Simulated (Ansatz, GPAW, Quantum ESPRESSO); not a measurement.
# The valence band of LiPS3 as photoemission sees it, part 7 of 7

Wanted: projected DOS of LiPS3, weighted into photoemission and X-ray emission spectra, at several levels of theory.

Ansatz 0.2.0, Quantum ESPRESSO 7.5 and GPAW 26.7.0; DFT, PBEsol, plane-wave PAW, default files, scalar-relativistic (the session's first sound run).

So far. Step 3 (With LDA): At this level the gap is 1.72 eV on the path. Step 4 (Quantum ESPRESSO: self-consistent run): At this level the gap is 1.79 eV on the k-mesh of the self-consistent run, which can miss the band edges.

## 8. GPAW, plane waves (continued)

Level of this step: DFT, PBEsol, PAW datasets of GPAW, plane waves, scalar-relativistic (GPAW).

The electronic bands at the labelled points (eV, zero at the valence-band maximum; v1 is the highest filled band, c1 the lowest empty one):

```tsv
point	v4	v3	v2	v1	c1	c2	c3	c4
Γ	-0.82	-0.55	-0.46	0.00	2.18	2.68	3.10	3.86
halfway	-1.12	-1.12	-0.33	-0.17	2.33	2.69	3.35	3.60
C	-1.11	-1.10	-0.77	-0.19	2.56	3.01	3.34	3.94
jump to C2	-1.11	-1.10	-0.77	-0.19	2.56	3.01	3.34	3.94
halfway	-1.22	-1.11	-0.62	-0.23	2.57	3.11	3.33	4.05
Y2	-1.27	-1.12	-0.55	-0.26	2.56	3.15	3.32	4.08
halfway	-0.79	-0.73	-0.53	-0.27	2.12	2.94	3.00	4.18
Γ	-0.82	-0.55	-0.46	0.00	2.18	2.68	3.10	3.86
halfway	-1.25	-0.59	-0.32	-0.15	2.28	2.85	3.13	4.10
M2	-0.81	-0.72	-0.72	-0.48	2.54	2.85	3.52	3.82
halfway	-0.93	-0.84	-0.69	-0.58	2.48	2.80	3.38	4.10
D	-1.18	-0.92	-0.76	-0.68	2.28	2.56	3.23	4.34
jump to D2	-1.18	-0.92	-0.76	-0.68	2.28	2.56	3.23	4.34
halfway	-0.88	-0.88	-0.79	-0.63	1.96	2.46	2.99	4.34
A	-0.79	-0.73	-0.73	-0.65	1.78	2.63	2.75	4.04
halfway	-0.80	-0.62	-0.42	-0.41	1.91	2.77	2.84	3.82
Γ	-0.82	-0.55	-0.46	0.00	2.18	2.68	3.10	3.86
jump to L2	-0.94	-0.74	-0.64	-0.35	2.16	3.10	3.14	4.29
halfway	-0.98	-0.74	-0.37	-0.23	2.15	2.86	3.15	3.88
Γ	-0.82	-0.55	-0.46	0.00	2.18	2.68	3.10	3.86
halfway	-1.13	-0.70	-0.39	-0.25	2.09	2.80	3.17	3.80
V2	-1.07	-0.71	-0.68	-0.48	1.98	2.93	3.22	3.78
```

The DOS has structure finer than the step of the table below, so its rows give means over 0.5 eV, whole bins alone (the curve runs from -17.5 to 7.91 eV). Peaks (eV: height): -16.19: 10.2, -12.69: 10.00, -12.29: 15.1, -4.39: 8.25, -2.39: 8.63, -0.69: 9.54, 6.91: 8.02.

Table of DOS by E, zero at the valence-band maximum; means over each step:

```tsv
E (eV)	DOS (states/eV/cell)
-17.0	0
-16.5	1.29
-16.0	2.71
-15.5	0
-15.0	0.0982
-14.5	3.89
-14.0	0.0165
-13.5	0.00286
-13.0	5.25
-12.5	7.46
-12.0	3.29
-11.5	0
-11.0	0
-10.5	0
-10.0	0
-9.5	0
-9.0	1.30
-8.5	2.70
-8.0	0.214
-7.5	2.23
-7.0	1.56
-6.5	0.594
-6.0	3.75
-5.5	3.66
-5.0	3.95
-4.5	6.30
-4.0	1.78
-3.5	3.20
-3.0	2.92
-2.5	6.52
-2.0	7.09
-1.5	7.16
-1.0	8.35
-0.5	7.76
0.0	0.964
0.5	6.0e-5
1.0	0
1.5	0.0450
2.0	2.50
2.5	2.67
3.0	5.55
3.5	1.63
4.0	4.09
4.5	5.78
5.0	5.24
5.5	5.89
6.0	4.97
6.5	6.39
7.0	7.54
7.5	7.14
```

## 9. One cell, several programs

Same cell, functional and SCF mesh; potentials, basis and cutoffs are each program's own. Levels count from each run's own zero.

```tsv
quantity	Ansatz	QE	GPAW
gap on the path (eV)	1.78	-	1.78
```

## 10. Another try

In this try the input is made faulty on purpose, to show what that does.

This step: DFT, PBEsol, plane-wave PAW, default files, scalar-relativistic; changed: hamiltonian.hubbard = {"sites": [{"species": "Li", "l": "f", "u_eff": 30.0}]}, scf.max_iter = 80 (Ansatz 0.2.0).

Contents of input.yaml:

```yaml
crystal:
  lattice:
    - [5.5578, -3.5035, 0.0]
    - [5.5578, 3.5035, 0.0]
    - [-3.7957895619, 0.0, 5.3074392707]
  atoms:
    - { symbol: S, position: [0.6808, 0.6808, 0.0615] }
    - { symbol: S, position: [0.3192, 0.3192, 0.9385] }
    - { symbol: S, position: [0.8022, 0.8022, 0.6739] }
    - { symbol: S, position: [0.1978, 0.1978, 0.3261] }
    - { symbol: S, position: [0.7788, 0.2212, 0.5] }
    - { symbol: S, position: [0.2212, 0.7788, 0.5] }
    - { symbol: P, position: [0.8461, 0.8461, 0.4194] }
    - { symbol: P, position: [0.1539, 0.1539, 0.5806] }
    - { symbol: Li, position: [0.2407, 0.7593, 0.0] }
    - { symbol: Li, position: [0.7593, 0.2407, 0.0] }
kpoints:
  mp_grid: { grid: [4, 4, 4] }
scf:
  occupations: { method: fermi_dirac, width: 0.02 }
  n_extra_bands: 24
  max_iter: 80
hamiltonian:
  xc: pbesol
  pseudopotentials: { kind: paw }
  hubbard: { sites: [{ species: Li, l: f, u_eff: 30.0 }] }
output:
  forces: true
  stress: true
  dos:
    projected: true
    de: 0.05
    e_range: [-36, 12]
    nscf_kmesh: { grid: [8, 8, 8] }
```

Launch:

```console
ansatz run input.yaml --threads 2 --pin off --max-ram 6144MiB --backend cpu --events-out ev --progress --plain --runs-dir out
```

Numbers of over 12 decimals in the logs are rounded to 6 here.

The log of the run:

```text
Error: inconsistent input (hamiltonian.hubbard.sites[].l, hamiltonian.hubbard.sites[].shell): the file of Li doesn't list 4f, and it can't be added: PBE doesn't bind the shell 4f of the free atom, whose level lies at +0.99 eV. Type an atom or ion with it (hamiltonian.pseudopotentials.projection_atoms), take another file or name another shell
```

Run time: 0.12 s. Hardware: 2 threads of Arm Neoverse V1, shared host; peak memory 0.084 GiB.

The program refused the input before any cycle.

The program's message: “Error: inconsistent input (hamiltonian.hubbard.sites[].l, hamiltonian.hubbard.sites[].shell): the file of Li doesn't list 4f, and it can't be added: PBE doesn't bind the shell 4f of the free atom, who …”

The change that led to it: hamiltonian.hubbard.

## 11. Results

* least gap on the mesh and the path: 1.78 eV
* strongest listed peak within 13 eV of the zero, at 1486.7 eV: 12.4 eV binding, mostly S 3s
* strongest listed peak within 13 eV of the zero, at 21.2 eV: 0.8 eV binding, mostly S 3p
* PBEsol (67 s on 2 threads): gap 1.78 eV, highest Al Kα peak within 13 eV at 12.4 eV (S 3s)
* LDA (67 s on 2 threads): gap 1.72 eV, highest Al Kα peak within 13 eV at 12.5 eV (S 3s)
* qe: gap 1.79 eV, highest Al Kα peak within 13 eV at 12.4 eV (S 3s)

What this shows: LiPS3 is an insulator or semiconductor at the base level (gap 1.78 eV), and its valence spectrum changes with photon energy as the shells' cross sections do. At 21.2 eV the valence spectrum has its highest listed peaks within 10.8 eV at 0.8 eV (S 3p), 2.2 eV (S 3p), 3.4 eV (S 3p), 4.4 eV (S 3p) and 5.1 eV (S 3p). At 1486.7 eV the valence spectrum has its highest listed peaks within 13 eV at 0.8 eV (S 3p), 2.2 eV (S 3p), 4.4 eV (S 3p), 8.7 eV (S 3s) and 12.4 eV (S 3s). The shell named is the one with most of the intensity, cross sections included, not always the one with most states there. In the main run, from 1486.7 eV towards hard X-rays the S 3s share grows by 21 points, as its cross section falls more slowly with photon energy than those of the shells it gains on. With LDA, the gap on the path moves from 1.78 to 1.72 eV. The plane-wave programs agree on the gap on the path to 0.01 eV. At 21.2 eV the area is led by S 3p (94 %), at 5950 eV by S 3s (72 %), a shell that the model's window at 21.2 eV leaves out. Kohn–Sham levels aren't quasiparticle energies, so peak positions are approximate. Each run has its own recipe for the spectra (widths, photon energies, in some runs the light), so peak heights and places can differ between runs for that reason too. Semilocal Kohn–Sham gaps are too small as a rule.

[Logs are printed without paths, hosts, clocks, repeated set-up lines and the standing remarks that a program may print on its own settings, such as how far it seeks lower states.]

[Hosts, paths, dates, database ids (printed as entryN), source tags and the programs' standing remarks are cut or masked in the printed files.]

[Maps of the electrostatic potential energy from Ansatz leave out the sawtooth potential of an applied field or a dipole correction, so their vacuum need not be flat; work functions include it.]

[Peak lists hold at most the 14 tallest peaks of each spectrum; further lines can be left out.]
